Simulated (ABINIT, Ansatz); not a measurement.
Records of electronic-structure calculations.

```
! title: A GW chain in ABINIT: AgCl (Fm-3m)
! method: RPA screening on PBE, plane waves, norm-conserving pseudopotentials (and 2 further levels or steps)
! program: ABINIT 10.8.3
! settings: cutoff 37 Ha, PseudoDojo scalar-relativistic 0.4.1 standard, norm-conserving, ngkpt (4, 4, 4), nband 95, ecuteps 5.5 Ha, inclvkb 2, shiftk (0, 0, 0), symchi 1, awtr 1, frequency ppm, 4×4×4 k-mesh
! cost: 5 runs, 63 s in all on 8 MPI ranks of Arm Neoverse V1, shared host
! notes: The cell and positions are those that the Materials Project relaxed with its own functionals (PBE, PBE+U or r2SCAN), kept fixed. Limits: d shell near the gap, gap tends to lie low; no spin-orbit coupling. The 4×4×4 mesh is coarse for this cell, which bears on the long-range parts of exchange and screening.
! PBE gap: 0.91 eV, indirect
! G0W0 gap on the mesh: 2.10 eV
! GW settings: 4×4×4 mesh, 95 bands, screening to 149.7 eV, Godby-Needs plasmon pole
! known limits: short of the basis limit; d shell near the gap, gap tends to lie low; no spin-orbit coupling; coarse k mesh
CELL_PARAMETERS angstrom
0.00000 2.77266 2.77266
2.77266 0.00000 2.77266
2.77266 2.77266 0.00000
ATOMIC_POSITIONS crystal
Ag 0.00000 0.00000 0.00000
Cl 0.50000 0.50000 0.50000
```

[Long decimals in the printed logs are rounded to 6 places.]

[Logs are printed without paths, hosts, clocks, repeated set-up lines and the standing remarks that a program may print on its own settings, such as how far it seeks lower states.]

[Paths, hosts, dates, memory and timing lines, banners, echoed tables and standing remarks are left out of the program output; an Ansatz launch command may be rebuilt from the run's recorded settings. Measured values are a selection of at most five: reports struck by readers or far from the other reports are left out. None is set beside runs whose start may be inverted or whose files or cutoffs have a known fault.]

[Runs of the session that timed out or met a known fault of the program may be left out.]

[Hosts, paths, dates, database ids (printed as entryN), source tags and the programs' standing remarks are cut or masked in the printed files.]

[G0W0 gaps are taken among the corrected bands and points alone; a level outside them can change the order at an edge.]

[Where Ansatz stands beside ABINIT at settings called matched, ABINIT's density can come from a denser mesh and the files from another edition; pairs whose starting gaps differed by over 0.03 eV were left out, so agreement reads better than it is.]
